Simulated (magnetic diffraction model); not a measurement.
**Ba₂VBiS₅: what an assumed order does to the neutron pattern**

Space group Pnma (no. 62), a = 12.2910 Å, b = 8.8780 Å, c = 8.9690 Å.

| site | atom | x | y | z |
| --- | --- | --- | --- | --- |
| 4c | Bi | 0.9840 | 3/4 | 0.4624 |
| 8d | Ba | 0.3234 | 0.4919 | 0.3822 |
| 4c | V | 0.9057 | 3/4 | 0.8292 |
| 4c | S | 0.5098 | 3/4 | 0.4698 |
| 4c | S | 0.7251 | 3/4 | 0.8843 |
| 4c | S | 0.7832 | 3/4 | 0.3705 |
| 8d | S | 0.0541 | 0.4526 | 0.3275 |

The compound is invented for this exercise: a known structure type with other elements, its cell scaled to their sizes and not relaxed.

Only V is taken to order (form factors of V3+); orders and moment sizes are assumed, and not adapted to the symmetry. Radiation: neutrons of λ = 2.41 Å, 1.5° to 35°; isotropic B of 0.41 Å² (Bi), 0.47 Å² (Ba), 0.62 Å² (V) and 0.55 Å² (S). Simulated constant-wavelength pattern: nuclear and magnetic terms add, the magnetic one as |2.695 fm × Σ f S⊥ exp(2πi Q·r) exp(−B s²)|², summed over all Q at one angle with the factor 1/(sin²θ cos θ). For collinear order S is the moment m, which repeats by lattice and centring translations R with the sign exp(−2πi k·R). Free-ion form factors, Sears's scattering lengths of 1992, no absorption; a label names one of the reflections at its angle. The strongest nuclear line in the range is 100, and lines under 0.2 are left out.

Assume the order k = (1/2 1/2 1/2), collinear moments along [001], 1.87 μB on V; signs + at (0.9057, 3/4, 0.8292), + at (0.5943, 1/4, 0.3292), − at (0.4057, 3/4, 0.6708), − at (0.0943, 1/4, 0.1708).

Q: Where does magnetic intensity appear, and how strong is it?

| 2θ (°) | index | nuclear | magnetic |
| --- | --- | --- | --- |
| 12.32 | (1/2 1/2 1/2) | 0.0 | 57.4 |
| 19.15 | (1 0 1) | 100.0 | 0.0 |
| 20.20 | (3/2 1/2 1/2) | 0.0 | 28.1 |
| 22.02 | (0 1 1) | 3.7 | 0.0 |
| 22.61 | (2 0 0) | 19.2 | 0.0 |
| 24.79 | (1 1 1) | 9.1 | 0.0 |
| 25.21 | (1/2 1/2 3/2) | 0.0 | 2.9 |
| 25.41 | (1/2 3/2 1/2) | 0.0 | 17.7 |
| 27.50 | (2 0 1) | 30.6 | 0.0 |
| 27.59 | (2 1 0) | 5.9 | 0.0 |
| 29.97 | (3/2 1/2 -3/2) | 0.0 | 5.2 |
| 30.14 | (3/2 3/2 -1/2) | 0.0 | 12.2 |
| 30.50 | (5/2 1/2 1/2) | 0.0 | 11.8 |
| 31.17 | (0 0 2) | 44.3 | 0.0 |
| 31.50 | (0 2 0) | 2.2 | 0.0 |
| 31.77 | (2 1 1) | 6.2 | 0.0 |
| 33.24 | (1 0 2) | 25.6 | 0.0 |
| 33.79 | (1/2 3/2 3/2) | 0.0 | 5.1 |

The strongest magnetic line in the range is (1/2 1/2 1/2) at 12.32° (57.4). On top of the Lorentz factor, which all lines share, magnetic lines fade with angle because f falls: for V3+ it is 0.89, 0.63, 0.38 and 0.08 at sin θ/λ = 0.1, 0.2, 0.3 and 0.5 Å⁻¹, while nuclear lengths stay constant. The order has no net moment.
